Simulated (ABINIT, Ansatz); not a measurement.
**Au2S (Fm-3m): zone-centre phonons**

Which modes does Au2S (Fm-3m) have at the zone centre?

Calculated with ABINIT 10.8.3; DFT LDA, scalar-relativistic, plane waves, PseudoDojo norm-conserving pseudopotentials.

The structure was built from a prototype and need not be the compound's stable phase.

**1. Starting point**

Symmetry: Fm-3m, No. 225, cubic system. The conventional cell has a = 6.033 Å, b = 6.033 Å, c = 6.033 Å, α = 90.00°, β = 90.00°, γ = 90.00°. Nearest to S lie 8 Au at 2.61 Å. Au has 4 S at 2.61 Å nearest. Farther neighbours and most contacts between anions are not listed.

**2. Relaxation**

The harmonic expansion needs vanishing forces, and a free crystal bears no stress, so cell and atoms are brought to rest. Stress is more sensitive to the basis than forces are: the last 3 Ha under the cutoff are smoothed with ecutsm, and the cutoff is raised above that of the later runs.

The starting cell comes from a relaxation made beforehand in Ansatz (LDA, PseudoDojo NC).

Input file relax.abi:

```
# relaxation
ionmov 2
optcell 2
dilatmx 1.08
ntime 40
tolmxf 1.0d-05
tolvrs 1.0d-14
prtwf 0
prtden 0
chksymtnons 0

# basis, mesh and filling
ecut 40.0
ecutsm 3.0
ngkpt 10 10 10
nshiftk 1
shiftk 0.0 0.0 0.0
istwfk *1
occopt 3
tsmear 0.01
nband 31
nstep 100
diemac 1000000.0
prtebands 0
prtgsr 0
useylm 1

# cell and atoms
acell 8.061316806 8.061316806 8.061316806
rprim 
    0.0 0.7071067812 0.7071067812
    0.7071067812 0.0 0.7071067812
    0.7071067812 0.7071067812 0.0
ntypat 2
znucl 16 79
natom 3
typat 1 2 2
xred 
    0.0 0.0 0.0
    0.25 0.25 0.25
    0.75 0.75 0.75
pp_dirpath "./pseudo"
pseudos "S.upf, Au.upf"
```

On the command line:

```
$ OMP_NUM_THREADS=1 mpirun -n 4 abinit relax.abi > relax.log
```

Numbers of over 12 decimals in the logs are rounded to 6 here.

relax.abo, the main output file:

```text
[banners, grids, parts of the stress and lines that vanish by symmetry left out]
- input  file    -> relax.abi
- output file    -> relax.abo
- root for input  files -> relaxi
[...]
Symmetries : space group Fm -3 m (#225); Bravais cF (face-center cubic)
[...]
mpw =        5685          nfft =      125000          nkpt =          47
[...]
== DATASET  1 ==================================================================
[...]
cutoff_energies: {ecut:  40.0, pawecutdg:  -1.0, }
[...]
ETOT  1  -305.89932524281    -3.059E+02 1.280E-01 4.172E+02
 ETOT  2  -306.06867030785    -1.693E-01 1.640E-02 4.352E+02
 ETOT  3  -306.12512275250    -5.645E-02 3.050E-03 1.273E-01
 ETOT  4  -306.12516048102    -3.773E-05 2.060E-03 5.520E-03
 ETOT  5  -306.12516067543    -1.944E-07 1.660E-03 5.488E-04
[...]
At SCF step   11       vres2   =  2.41E-16 < tolvrs=  1.00E-14 =>converged.
[...]
sigma(1 1)= -7.16838299E-06  sigma(3 2)=  0.00000000E+00
  sigma(2 2)= -7.16838299E-06  sigma(3 1)=  0.00000000E+00
  sigma(3 3)= -7.16838299E-06  sigma(2 1)=  0.00000000E+00
[...]
convergence: {deltae:  2.785E-12, res2:  2.407E-16, residm:  2.970E-04, diffor: null, }
etotal    :  -3.06125161E+02
[...]
ETOT  1  -306.12509967912    -3.061E+02 1.503E-04 4.978E-01
[...]
At SCF step    9       vres2   =  3.72E-15 < tolvrs=  1.00E-14 =>converged.
[...]
sigma(1 1)= -4.52949842E-06  sigma(3 2)=  0.00000000E+00
  sigma(2 2)= -4.52949842E-06  sigma(3 1)=  0.00000000E+00
  sigma(3 3)= -4.52949842E-06  sigma(2 1)=  0.00000000E+00
[...]
convergence: {deltae:  1.080E-11, res2:  3.723E-15, residm:  3.119E-05, diffor: null, }
etotal    :  -3.06125162E+02
[...]
ETOT  1  -306.12497747613    -3.061E+02 2.210E-05 1.477E+00
[...]
ETOT  9  -306.12516308265    -5.969E-12 1.240E-05 1.261E-14
 ETOT 10  -306.12516308266    -7.446E-12 1.411E-05 1.945E-17
 At SCF step   10       vres2   =  1.95E-17 < tolvrs=  1.00E-14 =>converged.
[...]
sigma(1 1)= -1.42344798E-08  sigma(3 2)=  0.00000000E+00
  sigma(2 2)= -1.42344798E-08  sigma(3 1)=  0.00000000E+00
  sigma(3 3)= -1.42344798E-08  sigma(2 1)=  0.00000000E+00
[...]
convergence: {deltae: -7.446E-12, res2:  1.945E-17, residm:  1.411E-05, diffor: null, }
etotal    :  -3.06125163E+02
[...]
At Broyd/MD step   3, gradients are converged :
[...]
sigma(1 1)= -1.42344798E-08  sigma(3 2)=  0.00000000E+00
  sigma(2 2)= -1.42344798E-08  sigma(3 1)=  0.00000000E+00
  sigma(3 3)= -1.42344798E-08  sigma(2 1)=  0.00000000E+00
[...]
- sigma(1 1)= -4.18792854E-04  sigma(3 2)=  0.00000000E+00
- sigma(2 2)= -4.18792854E-04  sigma(3 1)=  0.00000000E+00
- sigma(3 3)= -4.18792854E-04  sigma(2 1)=  0.00000000E+00
[...]
fcart      2.1514985483E-31  2.1514985483E-31 -2.7662124192E-31
           strten     -1.4234479782E-08 -1.4234479779E-08 -1.4234479779E-08
================================================================================

[key lines of the parts left out:]
pressure_GPa:   4.1879E-04
Total energy (etotal) [Ha]= -3.06125163082655E+02
```

The job ended after 2.9 min (4 MPI ranks of Intel Xeon 6975P-C (Granite Rapids), shared host; 12 min of CPU time).

Little changed from the start: no atom moved by 0.005 Å and no cell edge by 0.1 %.

This step gave:

* volume per atom: 18.33 Å³
* pressure: 4.19e-4 GPa
* gap on the k-mesh: 0 eV

**3. Self-consistent run for the response**

The response is built on these wavefunctions, so the potential is converged far more tightly than an energy would need. Occupations are smeared.

Input file gs.abi:

```
# ground state
tolvrs 1.0d-16
prtden 1
prtwf 1

# basis, mesh and filling
ecut 32.0
ngkpt 10 10 10
nshiftk 1
shiftk 0.0 0.0 0.0
istwfk *1
occopt 3
tsmear 0.01
nband 31
nstep 100
diemac 1000000.0
prtebands 0
prtgsr 0
useylm 1

# cell and atoms
acell 8.066031251 8.066031251 8.066031251
rprim 
    0.0 0.7071067812 0.7071067812
    0.7071067812 0.0 0.7071067812
    0.7071067812 0.7071067812 0.0
ntypat 2
znucl 16 79
natom 3
typat 1 2 2
xred 
    0.0 0.0 0.0
    0.25 0.25 0.25
    0.75 0.75 0.75
pp_dirpath "./pseudo"
pseudos "S.upf, Au.upf"
```

On the command line:

```
$ OMP_NUM_THREADS=1 mpirun -n 4 abinit gs.abi > gs.log
```

gs.abo, the main output file:

```text
[banners, grids, parts of the stress and lines that vanish by symmetry left out]
- input  file    -> gs.abi
- output file    -> gs.abo
- root for input  files -> gsi
[...]
Symmetries : space group Fm -3 m (#225); Bravais cF (face-center cubic)
[...]
mpw =        3250          nfft =       91125          nkpt =          47
[...]
== DATASET  1 ==================================================================
[...]
cutoff_energies: {ecut:  32.0, pawecutdg:  -1.0, }
[...]
ETOT  1  -305.90437868228    -3.059E+02 1.337E-01 3.221E+02
 ETOT  2  -306.06072785354    -1.563E-01 2.528E-02 3.561E+02
 ETOT  3  -306.12414878132    -6.342E-02 3.456E-03 6.115E-02
 ETOT  4  -306.12418054655    -3.177E-05 3.076E-03 4.790E-03
 ETOT  5  -306.12418090954    -3.630E-07 7.831E-03 5.641E-04
[...]
ETOT 11  -306.12418099432     8.640E-12 1.741E-04 6.823E-16
 ETOT 12  -306.12418099431     8.413E-12 1.514E-04 4.491E-18
 At SCF step   12       vres2   =  4.49E-18 < tolvrs=  1.00E-16 =>converged.
[...]
sigma(1 1)=  3.43931874E-05  sigma(3 2)=  0.00000000E+00
  sigma(2 2)=  3.43931874E-05  sigma(3 1)=  0.00000000E+00
  sigma(3 3)=  3.43931874E-05  sigma(2 1)=  0.00000000E+00
[...]
convergence: {deltae:  8.413E-12, res2:  4.491E-18, residm:  1.514E-04, diffor: null, }
etotal    :  -3.06124181E+02
[...]
sigma(1 1)=  3.43931874E-05  sigma(3 2)=  0.00000000E+00
  sigma(2 2)=  3.43931874E-05  sigma(3 1)=  0.00000000E+00
  sigma(3 3)=  3.43931874E-05  sigma(2 1)=  0.00000000E+00
[...]
- sigma(1 1)=  1.01188251E+00  sigma(3 2)=  0.00000000E+00
- sigma(2 2)=  1.01188251E+00  sigma(3 1)=  0.00000000E+00
- sigma(3 3)=  1.01188251E+00  sigma(2 1)=  0.00000000E+00
[...]
fcart     -7.3765664509E-31  4.9177109673E-31 -4.9177109673E-31
           strten      3.4393187417E-05  3.4393187417E-05  3.4393187417E-05
================================================================================

[key lines of the parts left out:]
pressure_GPa:  -1.0119E+00
```

Run time: 61 s. Hardware: 4 MPI ranks; 4 min of CPU time.

Read from the output:

```
pressure : -1.012 GPa
```

The cell stands at -1.0 GPa: the relaxation ran with a smoothed and higher cutoff, and the difference is a stress of the finite basis.

**4. Zone-centre response**

At q = 0 one unit cell holds all displacements. The response is solved for single atoms along the cell's directions, and symmetry skips those that follow from others. The crystal is treated as a metal, which screens a static field, so no field response is asked.

Input file dfpt_gamma.abi:

```

# common to the responses
getwfk_filepath "gso_WFK"
kptopt 2
nqpt 1
qpt 0.0 0.0 0.0
asr 0
chneut 0

# displacements
rfphon 1
rfatpol 1 3
rfdir 1 1 1
tolvrs 1.0d-10
prtwf 0

# basis, mesh and filling
ecut 32.0
ngkpt 10 10 10
nshiftk 1
shiftk 0.0 0.0 0.0
istwfk *1
occopt 3
tsmear 0.01
nband 31
nstep 100
diemac 1000000.0
prtebands 0
prtgsr 0
useylm 1

# cell and atoms
acell 8.066031251 8.066031251 8.066031251
rprim 
    0.0 0.7071067812 0.7071067812
    0.7071067812 0.0 0.7071067812
    0.7071067812 0.7071067812 0.0
ntypat 2
znucl 16 79
natom 3
typat 1 2 2
xred 
    0.0 0.0 0.0
    0.25 0.25 0.25
    0.75 0.75 0.75
pp_dirpath "./pseudo"
pseudos "S.upf, Au.upf"
```

On the command line:

```
$ OMP_NUM_THREADS=1 mpirun -n 4 abinit dfpt_gamma.abi > dfpt_gamma.log
```

dfpt_gamma.abo, the main output file:

```text
[banners, grids, parts of the stress and lines that vanish by symmetry left out]
- input  file    -> dfpt_gamma.abi
- output file    -> dfpt_gamma.abo
- root for input  files -> dfpt_gammai
- root for output files -> dfpt_gammao

 Symmetries : space group Fm -3 m (#225); Bravais cF (face-center cubic)
================================================================================
 Values of the parameters that define the memory need of the present run (RF).
     intxc =       0      iscf =       7    lmnmax =      25     lnmax =       7
     mgfft =      45  mpssoang =       4    mqgrid =    3001     natom =       3
  nloc_mem =       1    nspden =       1   nspinor =       1    nsppol =       1
      nsym =      48    n1xccc =    2501    ntypat =       2    occopt =       3
   xclevel =       1
-    mband =          31        mffmem =           1         mkmem =         126
-   mkqmem =         126        mk1mem =         126           mpw =        3250
      nfft =       91125          nkpt =         504
- my_mband =          31
================================================================================
================================================================================

--------------------------------------------------------------------------------
------------- Echo of variables that govern the present computation ------------
--------------------------------------------------------------------------------
-
- outvars: echo of selected default values
-   iomode0 =  0 , fftalg0 =312 , wfoptalg0 =  0
-
- outvars: echo of global parameters not present in the input file
-  max_nthreads =    1
-
 -outvars: echo values of preprocessed input variables
 [... echo left out ...]
================================================================================

 chkinp: Checking input parameters for consistency.

[...]
== DATASET  1 ==================================================================
-   mpi_nproc: 4, omp_nthreads: 1 (-1 if OMP is not activated)

--- !DatasetInfo
iteration_state: {dtset: 1, }
dimensions: {natom: 3, nkpt: 504, mband: 31, nsppol: 1, nspinor: 1, nspden: 1, mpw: 3250, }
cutoff_energies: {ecut:  32.0, pawecutdg:  -1.0, }
electrons: {nelect:   4.40000000E+01, charge:   0.00000000E+00, occopt:   3.00000000E+00, tsmear:   1.00000000E-02, }
meta: {optdriver: 1, rfphon: 1, }
...

 mkfilename: getwfk from: gso_WFK

 Real(R)+Recip(G) space primitive vectors, cartesian coordinates (Bohr,Bohr^-1):
 R(1)=  0.0000000  5.7035454  5.7035454  G(1)= -0.0876648  0.0876648  0.0876648
 R(2)=  5.7035454  0.0000000  5.7035454  G(2)=  0.0876648 -0.0876648  0.0876648
 R(3)=  5.7035454  5.7035454  0.0000000  G(3)=  0.0876648  0.0876648 -0.0876648
 Unit cell volume ucvol=  3.7107757E+02 bohr^3
 Angles (23,13,12)=  6.00000000E+01  6.00000000E+01  6.00000000E+01 degrees
 setup1 : take into account q-point for computing boxcut.

 getcut: wavevector=  0.0000  0.0000  0.0000  ngfft=  45  45  45
         ecut(hartree)=     32.000   => boxcut(ratio)=   2.14216

--- Pseudopotential description ------------------------------------------------
- pspini: atom type   1  psp file is ./pseudo/S.upf

- pspini: atom type   2  psp file is ./pseudo/Au.upf

   3.21877390E+03                                ecore*ucvol(ha*bohr**3)
--------------------------------------------------------------------------------

 ==>  initialize data related to q vector <==

 The list of irreducible perturbations for this q vector is:
    1)    idir= 1    ipert=   1
    2)    idir= 1    ipert=   2

[...]
The perturbation idir=   2  ipert=   1 is
 symmetric of a previously calculated perturbation.
 So, its SCF calculation is not needed.

 The perturbation idir=   3  ipert=   1 is
 symmetric of a previously calculated perturbation.
 So, its SCF calculation is not needed.

 The perturbation idir=   2  ipert=   2 is
 symmetric of a previously calculated perturbation.
 So, its SCF calculation is not needed.

 The perturbation idir=   3  ipert=   2 is
 symmetric of a previously calculated perturbation.
 So, its SCF calculation is not needed.

 The perturbation idir=   1  ipert=   3 is
 symmetric of a previously calculated perturbation.
 So, its SCF calculation is not needed.

 The perturbation idir=   2  ipert=   3 is
 symmetric of a previously calculated perturbation.
 So, its SCF calculation is not needed.

 The perturbation idir=   3  ipert=   3 is
 symmetric of a previously calculated perturbation.
 So, its SCF calculation is not needed.

--------------------------------------------------------------------------------
 Perturbation wavevector (in red.coord.)   0.000000  0.000000  0.000000
 Perturbation : displacement of atom   1   along direction   1
 Found     4 symmetries that leave the perturbation invariant.

[...]
dfpt_looppert : total number of electrons, from k and k+q
  fully or partially occupied states are    4.400000E+01 and    4.400000E+01.
 Initialisation of the first-order wave-functions :
  ireadwf=   0

--- !BeginCycle
iteration_state: {dtset: 1, }
solver: {iscf: 7, nstep: 100, nline: 4, wfoptalg: 0, }
tolerances: {tolvrs: 1.00E-10, }
...

     iter   2DEtotal(Ha)        deltaE(Ha) residm    vres2
-ETOT  1  -1.088120     -4.591E+02 6.608E+00 9.613E+02
 ETOT  2  -1.505149     -4.170E-01 8.808E-01 9.042E+01
 ETOT  3  -1.540267     -3.512E-02 1.771E+00 8.475E-01
 ETOT  4  -1.540481     -2.140E-04 6.499E-01 9.068E-02
 ETOT  5  -1.540509     -2.752E-05 1.193E+00 3.216E-03
[...]
At SCF step   10       vres2   =  3.39E-11 < tolvrs=  1.00E-10 =>converged.
[...]
Mean square residual over all n,k,spin=   55.618E-06; max=  18.360E-02

 Thirteen components of 2nd-order total energy (hartree) are
 1,2,3: 0th-order hamiltonian combined with 1st-order wavefunctions
     kin0=   3.67423116E+02 eigvalue=  -1.34243496E+01  local=  -2.42493404E+02
 4,5,6: 1st-order hamiltonian combined with 1st and 0th-order wfs
 loc psp =  -2.94320006E+02  Hartree=   1.06791542E+02     xc=  -3.01089828E+01
 note that "loc psp" includes a xc core correction that could be resolved
 7,8,9: eventually, occupation + non-local contributions
    edocc=   5.42266313E+01     enl0=   2.17088642E+02   enl1=  -6.24686385E+02
 1-9 gives the relaxation energy (to be shifted if some occ is /=2.0)
   erelax=  -4.59503195E+02
 10,11,12 Non-relaxation  contributions : frozen-wavefunctions and Ewald
 fr.local=   3.51727088E+00 fr.nonlo=   2.96370836E+02  Ewald=   1.67447456E+02
 13,14 Frozen wf xc core corrections (1) and (2)
 frxc 1  =  -5.42015997E+01  frxc 2 =   4.48287231E+01
 Resulting in :
 2DEtotal=   -0.1540509062E+01 Ha. Also 2DEtotal=   -0.419193871007E+02 eV
    (2DErelax=   -4.5950319549E+02 Ha. 2DEnonrelax=    4.5796268643E+02 Ha)
    (  non-var. 2DEtotal :   -1.5405087445E+00 Ha)

[...]
Perturbation wavevector (in red.coord.)   0.000000  0.000000  0.000000
 Perturbation : displacement of atom   2   along direction   1
 Found     2 symmetries that leave the perturbation invariant.

--------------------------------------------------------------------------------

--------------------------------------------------------------------------------

 dfpt_looppert : total number of electrons, from k and k+q
  fully or partially occupied states are    4.400000E+01 and    4.400000E+01.
 Initialisation of the first-order wave-functions :
  ireadwf=   0

--- !BeginCycle
iteration_state: {dtset: 1, }
solver: {iscf: 7, nstep: 100, nline: 4, wfoptalg: 0, }
tolerances: {tolvrs: 1.00E-10, }
...

     iter   2DEtotal(Ha)        deltaE(Ha) residm    vres2
-ETOT  1   3.305947     -8.811E+03 7.298E+00 1.199E+03
[...]
ETOT 11  0.370484     -2.055E-10 1.005E-02 5.643E-10
 ETOT 12  0.370484      1.728E-10 1.537E-02 1.943E-11

 At SCF step   12       vres2   =  1.94E-11 < tolvrs=  1.00E-10 =>converged.
[...]
Mean square residual over all n,k,spin=   29.465E-07; max=  15.372E-03

 Thirteen components of 2nd-order total energy (hartree) are
 1,2,3: 0th-order hamiltonian combined with 1st-order wavefunctions
     kin0=   8.41375747E+03 eigvalue=   4.44560529E+02  local=  -4.93658577E+03
 4,5,6: 1st-order hamiltonian combined with 1st and 0th-order wfs
 loc psp =  -1.29129470E+04  Hartree=   3.53061295E+03     xc=  -4.42033042E+02
 note that "loc psp" includes a xc core correction that could be resolved
 7,8,9: eventually, occupation + non-local contributions
    edocc=   2.85206822E+02     enl0=   1.51885750E+03   enl1=  -4.71580588E+03
 1-9 gives the relaxation energy (to be shifted if some occ is /=2.0)
   erelax=  -8.81437646E+03
 10,11,12 Non-relaxation  contributions : frozen-wavefunctions and Ewald
 fr.local=   6.01484931E+03 fr.nonlo=   2.36550949E+03  Ewald=   3.48848867E+02
 13,14 Frozen wf xc core corrections (1) and (2)
 frxc 1  =  -7.05752409E+02  frxc 2 =   7.91291681E+02
 Resulting in :
 2DEtotal=    0.3704835547E+00 Ha. Also 2DEtotal=    0.100813711056E+02 eV
    (2DErelax=   -8.8143764552E+03 Ha. 2DEnonrelax=    8.8147469388E+03 Ha)
    (  non-var. 2DEtotal :    3.7048147239E-01 Ha)

[...]
---- first-order wavefunction calculations are completed ----

 ==> Compute Derivative Database <==

 [... matrices left out ...]
  Phonon wavevector (reduced coordinates) :  0.00000  0.00000  0.00000
 Phonon energies in Hartree :
  -6.619184E-04 -6.619184E-04 -6.619184E-04 -1.648386E-05 -1.648386E-05
  -1.648386E-05  2.550163E-04  2.550163E-04  2.550163E-04
 Phonon frequencies in cm-1    :
- -1.452743E+02 -1.452743E+02 -1.452743E+02 -3.617789E+00 -3.617789E+00
- -3.617789E+00  5.596961E+01  5.596961E+01  5.596961E+01

== END DATASET(S) ==============================================================
================================================================================

 -outvars: echo values of variables after computation
            acell      8.0660312510E+00  8.0660312510E+00  8.0660312510E+00 Bohr
           etotal      3.7048355473E-01
            fcart      0.0000000000E+00  0.0000000000E+00  0.0000000000E+00
           strten      0.0000000000E+00  0.0000000000E+00  0.0000000000E+00
================================================================================
```

It took 7.4 min on 4 MPI ranks; 29 min of CPU time.

Read from the output:

| Property | Result |
| --- | --- |
| largest acoustic frequency at the zone centre before the sum rule | -3.62 cm⁻¹ |
| highest optical zone-centre mode (no LO-TO term) | 55.97 cm⁻¹ |
| lowest optical zone-centre mode | -145.3 cm⁻¹ |

The acoustic modes at Γ come out as far as 3.6 cm⁻¹ from zero, where they should vanish, a small numerical error. The lowest optical mode is imaginary, 145i cm⁻¹, an instability at this level and on this k mesh.

(Part 1 of 3 ends here.)

[Host names and launcher messages were left out of these logs when they were recorded.]

[Logs are printed without paths, hosts, clocks, repeated set-up lines and the standing remarks that a program may print on its own settings, such as how far it seeks lower states.]

[Hosts, paths, dates, database ids (printed as entryN), source tags and the programs' standing remarks are cut or masked in the printed files.]
